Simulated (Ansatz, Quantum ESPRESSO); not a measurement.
# Al(111), 5 layers, one monolayer of H on top sites: vacuum level and surface dipole, part 2 of 6

How much energy does it take to lift an electron out of Al(111), 5 layers, one monolayer of H on top sites, and how far do the settings matter?

Quantum ESPRESSO 7.5; plane-wave DFT, PBE, GBRV ultrasoft pseudopotentials; geometry and cross-check by Ansatz 0.2.0 with PAW datasets.

So far. Step 2 (Geometry from Ansatz): The relaxation lowers the energy by 9 meV an atom. Held were the atoms numbered 1, 2 and 3; the forces quoted are those on the free ones.

**3. Self-consistent run**

A dipole correction (tefield, dipfield, eamp = 0) lets each face keep its own vacuum level; its ramp sits in the vacuum at emaxpos, and symmetry is switched off.

Level of this step: plane-wave DFT, PBE, GBRV ultrasoft pseudopotentials (Quantum ESPRESSO 7.5).

Input file scf.in:

```
&control
  prefix = 'scf'
  outdir = './out'
  pseudo_dir = './pseudo'
  calculation = 'scf'
  tprnfor = .true.
  tefield = .true.
  dipfield = .true.
/
&system
  ibrav = 0
  nat = 6
  ntyp = 2
  ecutwfc = 40
  ecutrho = 200
  occupations = 'smearing'
  smearing = 'mv'
  degauss = 0.02
  edir = 3
  emaxpos = 0.97
  eopreg = 0.04
  eamp = 0.0
/
&electrons
  conv_thr = 1e-07
  mixing_beta = 0.4
  electron_maxstep = 120
  mixing_mode = 'local-TF'
/
ATOMIC_SPECIES
  Al  26.9815  al_pbe_v1.uspp.F.UPF
  H   1.0080  h_pbe_v1.4.uspp.F.UPF
CELL_PARAMETERS angstrom
  2.86378246382125 0.00000000000000 0.00000000000000
  1.43189123191063 2.48010836458159 0.00000000000000
  0.00000000000000 0.00000000000000 28.35307436090000
ATOMIC_POSITIONS crystal
  Al  0.666666666667 0.666666666667 0.292737214100
  Al  0.000000000000 0.000000000000 0.375206880700
  Al  0.333333333333 0.333333333333 0.457676547400
  Al  0.666666666667 0.666666666667 0.540292562966
  Al  0.000000000000 -0.000000000000 0.619934342088
  H   0.000000000000 -0.000000000000 0.676531232300
K_POINTS automatic
  12 12 1 0 0 0
```

The run is started by

```sh
OMP_NUM_THREADS=1 mpirun -n 2 pw.x -nk 2 -in scf.in > scf.out
```

The program printed:

```text
Program PWSCF v.7.5 starts
[citation notice left out]

     Parallel version (MPI & OpenMP), running on       2 processor cores
     Number of MPI processes:                 2
     Threads/MPI process:                     1

     MPI processes distributed on     1 nodes
[...]
Current dimensions of program PWSCF are:
     Max number of different atomic species (ntypx) = 10
     Max number of k-points (npk) =  40000
     Max angular momentum in pseudopotentials (lmaxx) =  4
     Presently no symmetry can be used with electric field

     K-points division:     npool     =       2
     Subspace diagonalization in iterative solution of the eigenvalue problem:
     a serial algorithm will be used

     G-vector sticks info
     --------------------
     sticks:   dense  smooth     PW     G-vecs:    dense   smooth      PW
     Sum         409     313    109                64777    46307    9271

     Using Slab Decomposition

     bravais-lattice index     =            0
     lattice parameter (alat)  =       5.4118  a.u.
     unit-cell volume          =    1358.9624 (a.u.)^3
     number of atoms/cell      =            6
     number of atomic types    =            2
     number of electrons       =        16.00
     number of Kohn-Sham states=           12
     kinetic-energy cutoff     =      40.0000  Ry
     charge density cutoff     =     200.0000  Ry
     scf convergence threshold =      1.0E-07
     mixing beta               =       0.4000
     number of iterations used =            8  local-TF  mixing
     Exchange-correlation=  SLA  PW   PBX  PBC
                           (   1   4   3   4   0   0   0)

     celldm(1)=   5.411765  celldm(2)=   0.000000  celldm(3)=   0.000000
     celldm(4)=   0.000000  celldm(5)=   0.000000  celldm(6)=   0.000000

     crystal axes: (cart. coord. in units of alat)
               a(1) = (   1.000000   0.000000   0.000000 )
               a(2) = (   0.500000   0.866025   0.000000 )
               a(3) = (   0.000000   0.000000   9.900568 )

     reciprocal axes: (cart. coord. in units 2 pi/alat)
               b(1) = (  1.000000 -0.577350  0.000000 )
               b(2) = (  0.000000  1.154701  0.000000 )
               b(3) = (  0.000000  0.000000  0.101004 )

     PseudoPot. # 1 for Al read from file:
     ./pseudo/al_pbe_v1.uspp.F.UPF
     Pseudo is Ultrasoft + core correction, Zval =  3.0
     Generated by new atomic code, or converted to UPF format
     Using radial grid of  893 points,  3 beta functions with:
                l(1) =   0
                l(2) =   1
                l(3) =   2
     Q(r) pseudized with  8 coefficients,  rinner =    0.900   0.900   0.900
                                                       0.900   0.900

     PseudoPot. # 2 for H  read from file:
     ./pseudo/h_pbe_v1.4.uspp.F.UPF
     Pseudo is Ultrasoft, Zval =  1.0
     Generated by new atomic code, or converted to UPF format
     Using radial grid of  615 points,  2 beta functions with:
                l(1) =   0
                l(2) =   0
     Q(r) pseudized with  8 coefficients,  rinner =    0.700

     atomic species   valence    mass     pseudopotential
     Al                3.00    26.98150     Al( 1.00)
     H                 1.00     1.00800     H ( 1.00)

     No symmetry found

   Cartesian axes

     site n.     atom                  positions (alat units)
         1        Al     tau(   1) = (   1.0000000   0.5773503   2.8982648  )
         2        Al     tau(   2) = (   0.0000000   0.0000000   3.7147614  )
         3        Al     tau(   3) = (   0.5000000   0.2886751   4.5312580  )
         4        Al     tau(   4) = (   1.0000000   0.5773503   5.3492035  )
         5        Al     tau(   5) = (   0.0000000   0.0000000   6.1377024  )
         6        H      tau(   6) = (   0.0000000   0.0000000   6.6980438  )

     number of k points=    74  Marzari-Vanderbilt smearing, width (Ry)=  0.0200
                       cart. coord. in units 2pi/alat
        k(    1) = (   0.0000000   0.0000000   0.0000000), wk =   0.0138889
        k(    2) = (   0.0000000   0.0962250   0.0000000), wk =   0.0277778
        k(    3) = (   0.0000000   0.1924501   0.0000000), wk =   0.0277778
        k(    4) = (   0.0000000   0.2886751   0.0000000), wk =   0.0277778
        k(    5) = (   0.0000000   0.3849002   0.0000000), wk =   0.0277778
        k(    6) = (   0.0000000   0.4811252   0.0000000), wk =   0.0277778
        k(    7) = (   0.0000000  -0.5773503   0.0000000), wk =   0.0138889
        k(    8) = (   0.0833333  -0.0481125   0.0000000), wk =   0.0277778
        k(    9) = (   0.0833333   0.0481125   0.0000000), wk =   0.0277778
        k(   10) = (   0.0833333   0.1443376   0.0000000), wk =   0.0277778
[...]
k(   74) = (  -0.5000000  -0.2886751   0.0000000), wk =   0.0138889

     Dense  grid:    64777 G-vectors     FFT dimensions: (  25,  25, 243)

     Smooth grid:    46307 G-vectors     FFT dimensions: (  24,  24, 216)

     Estimated max dynamical RAM per process >     120.99 MB

     Estimated total dynamical RAM >     226.16 MB

     Initial potential from superposition of free atoms

     starting charge      15.9877, renormalised to      16.0000

     negative rho (up, down):  1.924E-04 0.000E+00

     Adding external electric field

     Computed dipole along edir(3) :
        Dipole               -0.0090 Ry au,         -0.0228 Debye
        Dipole field         -0.0001 Ry au,

        Potential amp.        0.0085 Ry
        Total length         51.4364 bohr

     Starting wfcs are   21 randomized atomic wfcs

     total cpu time spent up to now is        2.5 secs

     per-process dynamical memory:    78.9 Mb

     Self-consistent Calculation

     iteration #  1     ecut=    40.00 Ry     beta= 0.40
     Davidson diagonalization with overlap
     ethr =  1.00E-02,  avg # of iterations =  3.5

     negative rho (up, down):  1.262E-05 0.000E+00

     Adding external electric field

     Computed dipole along edir(3) :
        Dipole               -0.0228 Ry au,         -0.0580 Debye
        Dipole field         -0.0002 Ry au,

        Potential amp.        0.0217 Ry
        Total length         51.4364 bohr

     total cpu time spent up to now is        5.4 secs

     total energy              =     -34.64352156 Ry
     estimated scf accuracy    <       0.69137619 Ry

     iteration #  2     ecut=    40.00 Ry     beta= 0.40
[...]
negative rho (up, down):  8.998E-08 0.000E+00

[...]
iteration # 12     ecut=    40.00 Ry     beta= 0.40
[...]
negative rho (up, down):  1.090E-05 0.000E+00

[...]
Dipole               -0.1473 Ry au,         -0.3744 Debye
[...]
total energy              =     -34.62563027 Ry
     estimated scf accuracy    <       0.00018798 Ry

     iteration # 13     ecut=    40.00 Ry     beta= 0.40
[...]
negative rho (up, down):  1.072E-03 0.000E+00

[...]
Dipole               -0.1303 Ry au,         -0.3311 Debye
[...]
total energy              =     -34.62564528 Ry
     estimated scf accuracy    <       0.00014622 Ry

     iteration # 14     ecut=    40.00 Ry     beta= 0.40
[...]
negative rho (up, down):  1.118E-03 0.000E+00

[...]
Dipole               -0.1303 Ry au,         -0.3311 Debye
[...]
total energy              =     -34.62564965 Ry
     estimated scf accuracy    <       0.00023086 Ry

     iteration # 15     ecut=    40.00 Ry     beta= 0.40
[...]
negative rho (up, down):  4.346E-04 0.000E+00

[...]
Dipole               -0.1316 Ry au,         -0.3346 Debye
[...]
total energy              =     -34.62565493 Ry
     estimated scf accuracy    <       0.00002278 Ry

     iteration # 16     ecut=    40.00 Ry     beta= 0.40
[...]
negative rho (up, down):  3.953E-04 0.000E+00

[...]
Dipole               -0.1345 Ry au,         -0.3418 Debye
[...]
total energy              =     -34.62565806 Ry
     estimated scf accuracy    <       0.00000910 Ry

     iteration # 17     ecut=    40.00 Ry     beta= 0.40
[...]
negative rho (up, down):  4.592E-04 0.000E+00

[...]
Dipole               -0.1332 Ry au,         -0.3384 Debye
[...]
total energy              =     -34.62565982 Ry
     estimated scf accuracy    <       0.00001250 Ry

     iteration # 18     ecut=    40.00 Ry     beta= 0.40
[...]
negative rho (up, down):  4.020E-04 0.000E+00

[...]
Dipole               -0.1326 Ry au,         -0.3372 Debye
[...]
total energy              =     -34.62566014 Ry
     estimated scf accuracy    <       0.00000408 Ry

     iteration # 19     ecut=    40.00 Ry     beta= 0.40
[...]
negative rho (up, down):  4.084E-04 0.000E+00

[...]
Dipole               -0.1324 Ry au,         -0.3364 Debye
[...]
total energy              =     -34.62565984 Ry
     estimated scf accuracy    <       0.00000433 Ry

     iteration # 20     ecut=    40.00 Ry     beta= 0.40
[...]
negative rho (up, down):  3.043E-04 0.000E+00

[...]
Dipole               -0.1334 Ry au,         -0.3390 Debye
[...]
total energy              =     -34.62565957 Ry
     estimated scf accuracy    <       0.00000061 Ry

     iteration # 21     ecut=    40.00 Ry     beta= 0.40
[...]
negative rho (up, down):  2.711E-04 0.000E+00

[...]
Dipole               -0.1336 Ry au,         -0.3396 Debye
[...]
total energy              =     -34.62566010 Ry
     estimated scf accuracy    <       0.00000023 Ry

     iteration # 22     ecut=    40.00 Ry     beta= 0.40
[...]
negative rho (up, down):  2.709E-04 0.000E+00

[...]
Dipole               -0.1337 Ry au,         -0.3398 Debye
[...]
total energy              =     -34.62566012 Ry
     estimated scf accuracy    <       0.00000012 Ry

     iteration # 23     ecut=    40.00 Ry     beta= 0.40
[...]
negative rho (up, down):  2.750E-04 0.000E+00

[...]
Dipole               -0.1335 Ry au,         -0.3393 Debye
[...]
End of self-consistent calculation

          k = 0.0000 0.0000 0.0000 (  5891 PWs)   bands (ev):

   -10.5362  -9.8928  -8.7784  -7.2861  -5.6153  -3.8025  -1.5421   0.8385
     3.1093   4.3805   5.2244   6.0457

          k = 0.0000 0.0962 0.0000 (  5911 PWs)   bands (ev):

   -10.3693  -9.7266  -8.6137  -7.1243  -5.4589  -3.6526  -1.3969   0.9788
     3.2538   4.5393   5.3851   6.1934

          k = 0.0000 0.1925 0.0000 (  5863 PWs)   bands (ev):

    -9.8696  -9.2293  -8.1207  -6.6408  -4.9938  -3.2068  -0.9706   1.3815
     3.6459   4.9668   5.5582   5.8553

          k = 0.0000 0.2887 0.0000 (  5837 PWs)   bands (ev):

    -9.0402  -8.4041  -7.3036  -5.8426  -4.2347  -2.4826  -0.3145   1.7998
     2.7600   3.2157   4.2061   4.5796

          k = 0.0000 0.3849 0.0000 (  5798 PWs)   bands (ev):

    -7.8863  -7.2569  -6.1705  -4.7471  -3.2254  -1.5631  -0.3220   0.2624
     1.0088   1.7248   2.8378   3.4956

          k = 0.0000 0.4811 0.0000 (  5750 PWs)   bands (ev):

    -6.4163  -5.7984  -4.7406  -3.4253  -2.6145  -2.1162  -1.9917  -0.8720
    -0.0295   0.8534   1.8826   2.9332

[...]
the Fermi energy is     0.3340 ev

!    total energy              =     -34.62566012 Ry
     estimated scf accuracy    <          9.4E-09 Ry
     smearing contrib. (-TS)   =       0.00096787 Ry
     internal energy E=F+TS    =     -34.62662800 Ry

     The total energy is F=E-TS. E is the sum of the following terms:
     one-electron contribution =    -345.23188906 Ry
     hartree contribution      =     176.31301633 Ry
     xc contribution           =     -22.03220422 Ry
     ewald contribution        =     156.32428413 Ry
     electric field correction =       0.00016482 Ry

     convergence has been achieved in  23 iterations

     negative rho (up, down):  2.750E-04 0.000E+00

     Forces acting on atoms (cartesian axes, Ry/au):

     atom    1 type  1   force =     0.00000001    0.00000001   -0.00133696
     atom    2 type  1   force =    -0.00000001    0.00000000    0.00381238
     atom    3 type  1   force =    -0.00000000   -0.00000001   -0.00263322
     atom    4 type  1   force =     0.00000000   -0.00000000   -0.00015540
     atom    5 type  1   force =     0.00000000    0.00000001    0.00057263
     atom    6 type  2   force =    -0.00000001   -0.00000000   -0.00025944

     Total force =     0.004866     Total SCF correction =     0.000157

[...]
=------------------------------------------------------------------------------=
   JOB DONE.
=------------------------------------------------------------------------------=
[key lines of the parts left out:]
Dipole field         -0.0012 Ry au,
```

Wall time 53 s (2 MPI ranks of Intel Xeon 6975P-C (Granite Rapids), shared host); peak memory 0.3 GiB; 1.7 min of CPU time.

Numbers from this step:

```
free energy             : -471.1061 eV
Fermi energy            : 0.334 eV
dipole along the normal : -0.07064 e·Å
```

The run needed 23 iterations to bring the estimated error under 1e-07 Ry; the largest force on any atom, held or free, is 0.10 eV/Å.

**4. Potential by pp.x**

The vacuum level is read from the electrostatic potential (plot_num = 11), averaged over planes.

Input file pot.in:

```
&inputpp
  prefix = 'scf'
  outdir = './out'
  filplot = 'pot.dat'
  plot_num = 11
/
```

The run is started by

```sh
OMP_NUM_THREADS=1 mpirun -n 2 pp.x -in pot.in > pot.out
```

The program printed:

```text
[banner, memory and clock lines left out]
Program POST-PROC v.7.5 starts

          URL

     ./out/scf.save/

     IMPORTANT: XC functional enforced from input :
     Exchange-correlation= PBE
                           (   1   4   3   4   0   0   0)
     Any further DFT definition will be discarded
     Please, verify this is what you really want

     negative rho (up, down):  2.750E-04 0.000E+00

     Adding external electric field

     Computed dipole along edir(3) :
        Dipole               -0.1335 Ry au,         -0.3393 Debye
        Dipole field         -0.0012 Ry au,

        Potential amp.        0.1270 Ry
        Total length         51.4364 bohr

     Calling punch_plot, plot_num =  11

     Adding external electric field

     Computed dipole along edir(3) :
        Dipole               -0.1335 Ry au,         -0.3393 Debye
        Dipole field         -0.0012 Ry au,

        Potential amp.        0.1270 Ry
        Total length         51.4364 bohr

     Writing data to file  pot.dat
     Message from routine chdens:
     namelist plot not found or invalid, exiting
```

Wall time 0.97 s (2 MPI ranks); peak memory 0.09 GiB.

Numbers from this step:

- work function of the upper face: 5.871 eV
- slope of the potential above: -3.76e-6 eV/Å
- upper vacuum line continued to the top atoms, over the Fermi level: 5.871 eV
- work function of the lower face: 4.071 eV
- slope of the potential below: -1.28e-4 eV/Å
- lower vacuum line continued to the bottom atoms, over the Fermi level: 4.071 eV

The potential energy, planar mean oscillates, so the rows of the table below give means over windows of 2.33 Å about each position, cut where the curve ends. Its maxima inside the range that stand out by 2 % of the span (Å: eV): 9.5: -0.431, 11.8: -0.399, 14.1: -0.442, 16.5: -0.852, 27.3: 5.87. Its minima: 8.3: -14.1, 10.6: -14.2, 13.0: -14.2, 15.3: -14.1, 17.6: -14.2.

Electrostatic potential energy of an electron, with the sawtooth; zero at the Fermi level. The potential energy, planar mean by z; means over each step:

```csv
z (Å),"potential energy, planar mean (eV)"
1.17,4.10
3.50,4.07
5.83,3.74
8.16,-6.40
10.48,-6.70
12.82,-6.74
15.14,-6.74
17.48,-6.50
19.80,4.28
22.13,5.87
24.46,5.87
26.80,5.80
```

Electrostatic potential energy in the ca plane at fractional y = 0.000, with atoms of Al and H within 0.2 Å of it. With pseudopotentials it is smooth inside the atoms' cores, unlike the true potential.

Ten even steps from '0' (-45 eV) to '9' (6 eV), each cell a mean:
```
00268888899998888730026757999999999999999999
33578888889888888863357899999999999999999999
77788876788877778887778999999999999999999999
88888865678876678888889999999999999999999999
88888876688876678888889999999999999999999999
55688877788887788875568999999999999999999999
10378888889988888741037878999999999999999999
00168898999999998720016636999999999999999999
```
Columns run along c (16.0 Å, from fractional 0.37 to 0.93 of the cell; values clipped at the 3rd and 97th percentile), rows up along a (2.9 Å). Atoms in or near the plane, at fractional coordinates: Al at (0.38, 0.00), Al at (0.62, 0.00), H at (0.68, 0.00).

The vacuum is flat to 0.1 meV/Å, so its level is well defined. Inside the slab the curve depends on the local part of the pseudopotentials; only the vacuum level has a meaning of its own.

**5. Planar and running averages**

average.x takes the planar mean and smooths it over a window of one repeat.

Input file avg.in:

```
1
pot.dat
1.0
485
3
4.4186872413
```

The run is started by

```sh
OMP_NUM_THREADS=1 average.x < avg.in > avg.out
```

The program printed:

```text
[banner, memory and clock lines left out]
Program AVERAGE v.7.5 starts

          URL

     Reading header from file  pot.dat
     Reading data from file  pot.dat
     Output written to file avg.dat

[...]
```

Run time: 1.1 s. Hardware: 1 MPI rank; peak memory 0.1 GiB.

This step gave:

| Property | Result |
| --- | --- |
| average.x's running mean inside the slab, on the run's own zero | -6.365 eV |
| mean potential by an exact Fourier window inside the slab, on the run's own zero | -6.366 eV |

The potential energy (planar mean) oscillates, so the rows of the table below give means over windows of 2.34 Å about each position, cut where the curve ends. Its maxima inside the range that stand out by 2 % of the span (Å: eV): 9.5: -0.477, 11.8: -0.439, 14.2: -0.483, 16.4: -0.866, 27.2: 5.87. Its minima: 8.3: -14.1, 10.6: -14.2, 13.0: -14.2, 15.3: -14.1, 17.6: -14.2.

Electrostatic potential energy of an electron, with the sawtooth; zero at the Fermi level; window 2.3383 Å. Potential energy against z; means over each step:

```
z (Å)  planar mean (eV)  running mean (eV)
 1.17              4.10               4.21
 3.51              4.07               4.07
 5.85              3.71               3.12
 8.19             -6.42              -5.54
10.53             -6.68              -6.69
12.87             -6.72              -6.71
15.21             -6.72              -6.81
17.55             -6.38              -5.91
19.89              4.44               3.78
22.23              5.87               5.86
24.57              5.87               5.87
26.91              5.76               5.63
```

Where the running mean is not flat inside, average.x's window, rounded to the grid, doesn't match the spacings there.

(Part 2 of 6 ends here.)

[Logs are printed without paths, hosts, clocks, repeated set-up lines and the standing remarks that a program may print on its own settings, such as how far it seeks lower states.]

[Hosts, paths, dates, database ids (printed as entryN), source tags and the programs' standing remarks are cut or masked in the printed files.]

[Maps of the electrostatic potential energy from Ansatz leave out the sawtooth potential of an applied field or a dipole correction, so their vacuum need not be flat; planar profiles and work functions include it.]
